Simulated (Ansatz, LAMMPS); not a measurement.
# Static equation of state of rapidly quenched Si24Mg76 (at. %) (110 atoms)

Density of this cell: 2.08 g/cm³. The cell holds 110 atoms: 26 Si and 84 Mg. Its edges and angles: a = 11.820 Å, b = 12.163 Å, c = 15.419 Å, α = 90.2°, β = 90.1°, γ = 90.7°. The starting structure: 110 atoms (26 Si, 84 Mg) placed at random at 1.75 g/cm³, melted at 2000 K for 10 ps at fixed volume with the MEAM Al-Si-Mg-Cu-Fe potential (Jelinek et al., Phys. Rev. B 85, 245102 (2012)). Quenched from 2000 K to 300 K at 5 K/ps and zero pressure, held 5 ps.

Calculated with Ansatz 0.2.0: Kohn-Sham DFT, LDA, PAW (set soft_2), plane waves; cutoff 420 eV, Γ point, cold smearing of 0.15 eV. Cell and atoms were relaxed first, to V0 = 20.150 Å³ an atom at a residual P0 = 0.001 GPa. The cell was then scaled evenly, and the atoms were relaxed at each volume.

```
volume (Å³/atom)  pressure (GPa)
          18.135           6.049
          18.941               ?
          19.546           1.545
          20.755          -1.349
          21.359          -2.438
```

Task: Fit the third-order Birch–Murnaghan equation to the rows given and interpolate to the withheld row.

**Working.**

Take the Eulerian strain f = ½[(V0/V)^(2/3) − 1] and the normalised pressure F = (P − P0) / [3f(1 + 2f)^(5/2)]. The third-order Birch–Murnaghan equation is then the line F = B0 + (3/2)B0(B′ − 4) f, so u = f and v = F.

| u = f | v = F (GPa) |
| --- | --- |
| 0.0363831 | 46.4872 |
| 0.0102571 | 47.6772 |
| -0.00975652 | 48.4382 |
| -0.0190505 | 47.0267 |

With n = 4: mean u = 0.00445830, mean v = 47.4073, Σ(u − ū)² = 0.0018075, Σ(u − ū)(v − v̄) = -0.033513. Slope b = -0.033513 / 0.0018075 = -18.541; intercept a = v̄ − b ū = 47.490.

So B0 = a = 47.5 GPa and B′ = 4 + 2b/(3a) = 3.74. At the withheld volume f = 0.02106, F = a + b f = 47.10 GPa, and P = P0 + 3f(1 + 2f)^(5/2) F.

Prediction at 18.941: 3.300 GPa. The run gave 3.305 GPa, so the fit is low by 0.0051 GPa (0.15 % of the value).

Among the rows given, the largest miss of the fit is at 18.135, by 0.043 GPa (0.50 % of the range of the table).

Limits: Static cells at zero temperature; the cell shape is held. The program notes that the SCF threshold of these relaxations is loose for the stress. The quench rate of 5 K/ps is many orders above laboratory rates, so the cell is likely richer in defects and strain than a real sample. The network of bonds at the start is that of the classical potential that made the cell, and needn't be the one that DFT or experiment would give. Only the Γ point is sampled, in a cell whose shortest periodic width is 12 Å, which is coarse for a cell with partly filled levels.

[Logs are printed without paths, hosts, clocks, repeated set-up lines and the standing remarks that a program may print on its own settings, such as how far it seeks lower states.]

[Hosts, paths, dates, database ids (printed as entryN), source tags and the programs' standing remarks are cut or masked in the printed files.]
